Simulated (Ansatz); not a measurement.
# Lattice dynamics of Ta (Im-3m, 1 atom in the cell), part 2 of 2

Aim: the vibrations of Ta (Im-3m, 1 atom in the cell), their spectra, and whether the structure is stable.

Ansatz 0.2.0; DFT PBEsol, scalar-relativistic, plane waves, PAW.

So far. Step 3 (Tight relaxation): The forces vanish by symmetry and the pressure is 0.000 GPa, within the tolerances set. The cell now holds 17.67 Å³/atom. The relaxed cell has a = 3.282 Å (conventional setting).

### Step 4. Response at finite wavevector

Stability and thermal properties need the whole zone. Linear response on a 4×4×4 q mesh gives force constants as far as a supercell of that size would.

The input, input.yaml:

```yaml
crystal:
  lattice:
    - [-1.6408842579, 1.6408842579, 1.6408842579]
    - [1.6408842579, -1.6408842579, 1.6408842579]
    - [1.6408842579, 1.6408842579, -1.6408842579]
  atoms:
    - { symbol: Ta, position: [0.0, 0.0, 0.0] }
kpoints:
  mp_grid: { grid: [20, 20, 20] }
hamiltonian:
  xc: pbesol
scf:
  occupations: { method: methfessel_paxton, width: 0.2 }
output:
  eigenvalues: true
phonons:
  method: dfpt
  qmesh: [4, 4, 4]
  temperatures: { t_max: 1000, t_step: 50 }
  qpath:
    path:
      - [[0.0, 0.0, 0.0], [0.5, -0.5, 0.5], [0.0, 0.0, 0.5], [0.0, 0.0, 0.0], [0.25, 0.25, 0.25], [0.5, -0.5, 0.5]]
      - [[0.25, 0.25, 0.25], [0.0, 0.0, 0.5]]
    npoints: 10
```

The run is started by

```console
$ ansatz run input.yaml --threads 4 --pin off --max-ram 7168MiB --backend cpu --events-out ev --progress --plain --runs-dir out
```

Numbers of over 12 decimals in the logs are rounded to 6 here.

What it wrote:

```text
[...]
Crystal: 1 atoms, lattice volume = 17.672 Å³
Basis set: ecut = 420 eV, 369 PW (Γ), exchange–correlation on 40×40×40 points (8 copies of the dense FFT grid, shifted against one another)
Bands: 11, of which v1, the nominal top of the filled ones, is band 7 counted from 1 (6 counted from 0)
Symmetry: 48 space group operations
k-points: 256 of 8000
[...]
SCF iter   1: F=—  HF=-9806.499131 eV  |F-HF|=—  |Δ(HF+E_count)|=         —  Δρ=2.20e-3  dr2=2.27e-4  ethr=1.77e-3  ⟨swp⟩=5.1  Hψ=14903  notcnv=0
[...]
SCF iter   8: F=-9806.499169 eV  HF=-9806.499169 eV  |F-HF|=1.82e-12  |Δ(HF+E_count)|=  9.09e-12  S|Δr|=    0.00e0  Δρ=1.30e-7  dr2=8.33e-13  ethr=1.00e-12  ⟨swp⟩=4.7  Hψ=9201  notcnv=0
SCF 1 converged in 8 iterations: F = -9806.499169 eV  dr2 = 8.33e-13
[...]
NSCF: frozen V_eff on 256 k-points
[...]
DFPT response loops at q = (0, 0, 0) (fractional): preconditioner auto → Kerker (q_TF=auto, 2.592 Å⁻¹) (partly filled bands, converged f_vac=0.000); β = 1.00, the filter's whole step (`scf.mixing.beta` (0.50) is not read by the response loops under this deck's `scf.mixing.preconditioner`; to damp them name `kerker` or `kerker_dos`, under which they read `scf.mixing.beta`, and type it under 1.00, their step now; both keys bind the ground state too); Broyden in place of MSR1
[...]
SCF converged after 8 iterations
[...]
Free energy (F): -9806.499169 eV
[...]
Internal energy: -9806.500133 eV  (E = F + TS)
E sigma→0 (E₀):  -9806.499410 eV
Entropy (-TS):   0.000964 eV (0.964 meV/atom)
Fermi energy:    18.850459 eV
[...]
--- Band table (eV; the first three rows and the last of 256) ---
  k-point 0: bands = [... 3 lower, -14.0392, 10.8949, 19.5928, 19.5928, 19.5928, 22.9312, 22.9312, 33.5886]
  k-point 1: bands = [... 3 lower, -14.0394, 11.0095, 19.5173, 19.5726, 19.7057, 22.8034, 22.9310, 33.6942]
  k-point 2: bands = [... 3 lower, -14.0400, 11.3436, 19.3060, 19.4899, 20.0412, 22.5174, 22.9356, 33.9733]
  k-point 255: bands = [... 3 lower, -14.9137, 14.9478, 14.9478, 25.8733, 25.8733, 25.8733, 27.6579, 27.6579]
--- Phonons (Γ-DFPT): 1 representative perturbation + reference (Σ response iterations 3) ---
  ASR residual: 6.128e-5 → 0.000e0 eV/Å²; symmetrization residual: 1.137e-13 eV/Å²
  ASR residual per site (eV/Å²): 6.13e-5
  Γ frequencies (cm⁻¹): 0.00 0.00 0.00
--- Phonons (arbitrary-q DFPT): 8 irreducible q on the 4×4×4 mesh ---
  q = [0.0000, 0.0000, 0.0000] (star 1, of the zone-centre solve; hermiticity 1.06e-9, symmetrization 1.86e-9): -0.00 0.00 0.00
  q = [0.0000, 0.0000, 0.2500] (star 12, 2 solved perturbations in 6410 linear systems a pass and spin channel, the states on 4200 of 8000 k-point pairs; hermiticity 1.37e-14, symmetrization 2.29e-14): 61.81 78.77 116.16
[...]
q = [0.2500, 0.2500, 0.2500] (star 2, 1 solved perturbation on 1116 of 8000 k-point pairs; hermiticity 6.49e-14, symmetrization 1.31e-13): 128.25 128.25 128.25
[...]
sum rule: each row above includes the acoustic sum rule's correction from the zone centre's row sums; it moved no ω² by more than (0.30 cm⁻¹)²
  mesh force constants: q→R imaginary residual 0.00e0; ASR residual 6.128e-5 → 0.000e0 eV/Å²; symmetrization residual 1.776e-15 eV/Å²
  interpolated dispersion: 62 rows × 3 modes
  density of states and harmonic sums: on the 28×28×28 q-mesh, interpolated from the force constants of a 4×4×4 supercell (no non-analytic term)
  largest difference from the sums on the solved wave vectors: F 1.60e-2 eV, S 2.01e-5 and C_V 4.32e-6 eV/K
  zero-point energy: 0.021380 eV/cell   skipped modes (ω ≤ 0): 3   left out of the sums: 4.56e-5 of the cell's modes: C_V's classical limit lies that fraction below 3 k_B per atom; for a crystal, a wire or a layer, F and S can be off by more, and a phonons.interpolated_qmesh denser along its periods is the remedy for the sampling
```

Elapsed: 2.2 min, on 4 threads of Arm Neoverse V1, shared host; peak memory 3.5 GiB; 8.2 min of CPU time.

Numbers from this step:

```
sum-rule residual before enforcement                    : 6.13e-5 eV/Å²
lowest frequency on the path                            : 0 cm⁻¹
highest frequency on the path or at a solved wavevector : 167.5 cm⁻¹
mean frequency                                          : 115 cm⁻¹
Debye temperature (second moment)                       : 222 K
logarithmic mean frequency                              : 109.3 cm⁻¹
lowest mode on the q mesh (acoustic modes at Γ apart)   : 61.81 cm⁻¹
zero-point energy per atom                              : 21.38 meV
heat capacity at 300 K                                  : 24.27 J/(mol atoms K)
vibrational entropy at 300 K                            : 41.40 J/(mol atoms K)
```

Frequencies (cm⁻¹) solved at each irreducible wavevector; negative means imaginary. Frequencies by wavevector, by row:

```csv
q in reciprocal lattice units,star,mode 1,mode 2,mode 3
0 0 0,1,0,0,0
0 0 0.25,12,61.8,78.8,116.2
0 0 -0.5,6,92.5,136.9,147.5
0 0.25 0.25,24,93.8,103.9,151.4
0.25 0.25 0.25,2,128.2,128.2,128.2
0.25 0.25 -0.25,6,107.5,107.5,145.8
0.25 -0.5 -0.5,12,107.6,144.7,156.9
-0.5 -0.5 -0.5,1,167.5,167.5,167.5
```

Interpolated from a 4×4×4 q mesh. Phonon branches along the path, in cm⁻¹:

```csv
point,branch 1,branch 2,branch 3
Γ,0,0,0
halfway,108,108,146
H,168,168,168
halfway,108,145,157
N,92,137,148
halfway,62,79,116
Γ,0,0,0
halfway,63,63,143
P,128,128,128
halfway,101,140,140
H,168,168,168
jump to P,128,128,128
halfway,98,127,143
N,92,137,148
```

The phonon branches as a text plot (rows in cm⁻¹):

```
    164 |         ******                                ***
    157 |          *  *****                  *         *
    150 |        *      *  ***              * *       * *
    143 |    ***  *    * **   *            *   *     *      *****
    136 |       **         *****                  ***  *   *   **
    129 |       *               *               **         *  *
    122 |   *           *       *         *    *           ***
    115 |                        *               *    *
    108 |     **         *                    *   *         *
    101 |                         *      *           *       *
     94 |                 * ***              *     **         ***
     87 |  *               *   *
     80 |    *                  ** *        *
     73 |
     66 |                               *  *
     59 |                        ** *
     52 |   *                     *       *
     45 | *
     38 |                          *   * *
     31 |  *                         *  *
     24 |                           *
     17 |                              *
     10 | *                          *
      3 |*                            *
         Γ           H       N        Γ         P        H|P    N
```

Tetrahedra on a 28×28×28 mesh, mean over bins of 2 cm-1. Interpolated from a 4×4×4 q mesh. The phonon density of states by wavenumber; read off at these points:

wavenumber (cm⁻¹), phonon density of states (1/cm⁻¹/cell) and a bar:
```
      1.0     0.0000 
      7.0     0.0001 
     13.0     0.0006 
     19.0     0.0011 
     23.0     0.0015 #
     29.0     0.0022 #
     35.0     0.0031 #
     41.0     0.0042 #
     47.0     0.0053 ##
     53.0     0.0066 ##
     59.0     0.0081 ###
     63.0     0.0092 ###
     69.0     0.0112 ####
     75.0     0.0139 #####
     81.0     0.0180 ######
     87.0     0.0274 #########
     91.0     0.0491 #################
     93.0     0.0427 ##############
     99.0     0.0266 #########
    105.0     0.0207 #######
    109.0     0.0195 #######
    115.0     0.0196 #######
    121.0     0.0219 #######
    127.0     0.0274 #########
    133.0     0.0266 #########
    137.0     0.0479 ################
    139.0     0.0386 #############
    145.0     0.0890 ##############################
    149.0     0.0578 ###################
    155.0     0.0171 ######
    161.0     0.0080 ###
    167.0     0.0018 #
```

Second derivatives of the energy by pair, one row for each kind of neighbour of each atom listed. Each entry sums the pair over the periodic images of the supercell that the q mesh stands for, and in a polar crystal it holds the long-range dipole part too. Force constants by pair, by row:

```csv
atom,neighbour,distance (Å),third of the trace (eV/Å²),along the pair's line (eV/Å²)
Ta1,itself,0,9.467,–
Ta1,Ta,2.842,-0.9909,-2.427
Ta1,Ta,3.282,-0.1434,-0.2007
Ta1,Ta,4.641,-0.0137,-0.4605
Ta1,Ta,5.442,-0.0587,-0.3571
Ta1,Ta,5.684,0.0477,0.4201
Ta1,Ta,6.564,0.2796,0.9614
Ta1,Ta,7.338,-0.0223,-0.0157
```

Harmonic thermodynamic functions per atom, from the density of states. Interpolated from a 4×4×4 q mesh. Thermodynamic functions, by row:

```csv
T (K),F_vib (meV/atom),S (J/mol-atom/K),C_V (J/mol-atom/K)
0,21.38,0,0
50,20.54,5.489,11.14
100,14.78,16.47,19.77
200,-10.87,31.7,23.48
300,-49.06,41.4,24.27
400,-95.78,48.43,24.56
500,-148.9,53.92,24.7
600,-207.2,58.43,24.77
700,-269.8,62.26,24.82
800,-336.1,65.57,24.85
900,-405.6,68.5,24.87
1000,-478,71.12,24.88
```

Harmonic mean-square displacement, third of the trace. Interpolated from a 4×4×4 q mesh. Mean square displacements, by row:

```csv
T (K),Ta1 U_eq (Å²)
0,9.20e-4
100,0.00188
300,0.00508
600,0.01004
```

Symmetry leaves 8 wavevectors to solve. The lowest mode among them, the acoustic zeros apart, lies at q = (0, 0, 0.25) and is real, 61.8 cm⁻¹.

### Step 5. Finite displacements in a supercell

Finite displacements in a 2×2×2 supercell give force constants from forces alone. They are exact at the wavevectors that the supercell holds, where they check the linear-response result.

input.yaml, as its differences from that of step 4:

```diff
@@ -16,4 +16,4 @@
 phonons:
-  method: dfpt
-  qmesh: [4, 4, 4]
+  method: fd
+  supercell: [2, 2, 2]
   temperatures: { t_max: 1000, t_step: 50 }
```

What it wrote:

```text
[...]
Crystal: 8 atoms, lattice volume = 141.379 Å³
Basis set: ecut = 420 eV, 2779 PW (Γ), exchange–correlation on 80×80×80 points (8 copies of the dense FFT grid, shifted against one another)
Bands: 69, of which v1, the nominal top of the filled ones, is band 52 counted from 1 (51 counted from 0)
Symmetry: 384 space group operations
k-points: 47 of 1000
[...]
SCF iter   1: F=—  HF=-78451.993353 eV  |F-HF|=—  |Δ(HF+E_count)|=         —  Δρ=2.44e-7  dr2=6.17e-11  ethr=1.00e-12  ⟨swp⟩=3.0  Hψ=8256  notcnv=0
[...]
SCF iter   2: F=-78451.993353 eV  HF=-78451.993353 eV  |F-HF|=4.37e-11  |Δ(HF+E_count)|=  5.82e-11  S|Δr|=    0.00e0  Δρ=1.46e-7  dr2=2.29e-11  ethr=1.00e-12  ⟨swp⟩=3.4  Hψ=7601  notcnv=0
SCF 1 converged in 2 iterations: F = -78451.993353 eV  dr2 = 2.29e-11
[...]
Symmetry: 8 space group operations
k-points: 102 of 1000 (time reversal used)
[...]
SCF iter   6: F=-78451.993320 eV  HF=-78451.993320 eV  |F-HF|=2.91e-11  |Δ(HF+E_count)|=  1.46e-11  S|Δr|=    0.00e0  Δρ=2.26e-8  dr2=5.91e-13  ethr=1.00e-12  ⟨swp⟩=6.1  Hψ=29635  notcnv=0
SCF 2 converged in 6 iterations: F = -78451.993320 eV  dr2 = 5.91e-13
[...]
SCF converged after 2 iterations
[...]
Free energy (F): -78451.993353 eV
[...]
Internal energy: -78452.001067 eV  (E = F + TS)
E sigma→0 (E₀):  -78451.995282 eV
Entropy (-TS):   0.007714 eV (0.964 meV/atom)
Fermi energy:    18.850458 eV
[...]
--- Band table (eV; the first three rows and the last of 47) ---
  k-point 0: bands = [... 48 lower, 19.5928, 19.5928, 20.5759, 20.5759, 20.5759, 20.5759, 20.5759, 20.5759, ... 13 higher]
  k-point 1: bands = [... 48 lower, 19.5726, 19.7056, 20.2300, 20.2788, 20.3352, 20.3352, 20.3352, 20.3352, ... 13 higher]
  k-point 2: bands = [... 48 lower, 19.4641, 19.4899, 19.6392, 19.7517, 19.7517, 19.7517, 19.7517, 20.0412, ... 13 higher]
  k-point 46: bands = [... 48 lower, 17.8679, 17.8679, 20.1440, 20.1440, 20.1440, 20.1440, 20.1440, 20.1440, ... 13 higher]
--- Phonons: 1 displaced member + reference (amplitude 0.0025 Å, Σ member SCF iterations 6) ---
  symmetry images taken by strict's conditions (phonons.symmetry_images: auto; settled by no image being taken that strict refuses)
  ASR residual: 9.636e-6 → 0.000e0 eV/Å²; symmetrization residual: 7.105e-15 eV/Å²
  largest component of a force at the reference: 1.4e-29 eV/Å
  ASR residual per site (eV/Å²): 9.64e-6
  Γ frequencies (cm⁻¹): 0.00 0.00 0.00
[...]
```

Elapsed: 23 s, on 4 threads; peak memory 1.1 GiB.

This step gave:

```yaml
atoms_in_the_supercell: 8
sum_rule_residual_before_enforcement: 9.64e-6 eV/Å²
```

Interpolated from a 2×2×2 supercell, rough between the solved points. The phonon branches at the labelled points (cm⁻¹):

```csv
point,branch 1,branch 2,branch 3
Γ,0,0,0
halfway,99,134,134
H,168,168,168
halfway,135,153,158
N,92,137,148
halfway,65,97,104
Γ,0,0,0
halfway,95,95,120
P,132,132,132
halfway,131,150,150
H,168,168,168
jump to P,132,132,132
halfway,110,138,140
N,92,137,148
```

The phonon branches as a text plot (rows in cm⁻¹):

```
    164 |         *******                               ***
    157 |        **    ****                           ***
    150 |       *        *****                       * *        *
    143 |        *      *  *  **              *    ** *       **
    136 |     **         *  ***              * * **        ******
    129 |                      **           *  ***   *     *
    122 |       *         *     *          *  *   ***       *
    115 |    *                               *               *
    108 |                                   *
    101 |     **           *     *        *                   *
     94 |   *               ***  *         *                   **
     87 |                      *  *
     80 |                       * *      **
     73 |    *
     66 |  *                     * *
     59 |                          *    **
     52 |   *                     *
     45 |                          **   *
     38 |  *
     31 | *                         *  *
     24 |                            * *
     17 | *                          *
     10 |
      3 |*                            *
         Γ           H       N        Γ         P        H|P    N
```

Tetrahedra on a 26×26×26 mesh, mean over bins of 2 cm-1. Interpolated from a 2×2×2 supercell, rough between the solved points. The phonon density of states by wavenumber; read off at these points:

```csv
wavenumber (cm⁻¹),phonon density of states (1/cm⁻¹/cell)
1.0,0
7.0,4.0e-5
13.0,1.7e-4
19.0,4.2e-4
23.0,6.3e-4
29.0,0.00101
35.0,0.00151
41.0,0.00212
47.0,0.00282
53.0,0.00372
59.0,0.00479
63.0,0.0056
69.0,0.00711
75.0,0.00895
81.0,0.0113
87.0,0.0148
93.0,0.0223
99.0,0.0247
105.0,0.0266
109.0,0.0283
115.0,0.0310
121.0,0.0310
127.0,0.0317
133.0,0.0441
139.0,0.0763
141.0,0.0798
145.0,0.0573
149.0,0.0416
155.0,0.0265
161.0,0.0168
167.0,0.00346
```

The highest branch reaches 168 cm⁻¹ on this path, at H. No branch goes imaginary on this path.

### Step 6. Outcome

| Property | Result |
| --- | --- |
| space group after relaxation (within 0.01 Å) | Im-3m |
| volume per atom | 17.7 Å³ |
| electronic character | no gap on this mesh |
| lowest mode on the q mesh (acoustic modes at Γ apart) | 61.8 cm⁻¹ |
| highest frequency on the path or at a solved wavevector | 168 cm⁻¹ |
| zero-point energy per atom | 21.4 meV |
| heat capacity at 300 K | 24.3 J/(mol atoms K) |
| vibrational entropy at 300 K | 41.4 J/(mol atoms K) |
| Debye temperature (second moment) | 222 K |
| imaginary modes on the 4×4×4 q mesh | none |

What this shows: The structure is a minimum as far as tested: no mode is imaginary at the 8 irreducible wavevectors of the 4×4×4 mesh, and the softest away from the acoustic zeros lies at 62 cm⁻¹. With no gap, or one that is small against the smearing, the frequencies hang on the k mesh and the smearing, most of all near Kohn anomalies. Spin-orbit coupling is left out, which can matter for the heavy elements here. A phonon run warned that its eigensolver left some bands unconverged in a pass. These are harmonic frequencies at zero temperature: anharmonic shifts, linewidths and thermal expansion are left out.

[Logs are printed without paths, hosts, clocks, repeated set-up lines and the standing remarks that a program may print on its own settings, such as how far it seeks lower states.]

[Hosts, paths, dates, database ids (printed as entryN), source tags and the programs' standing remarks are cut or masked in the printed files.]
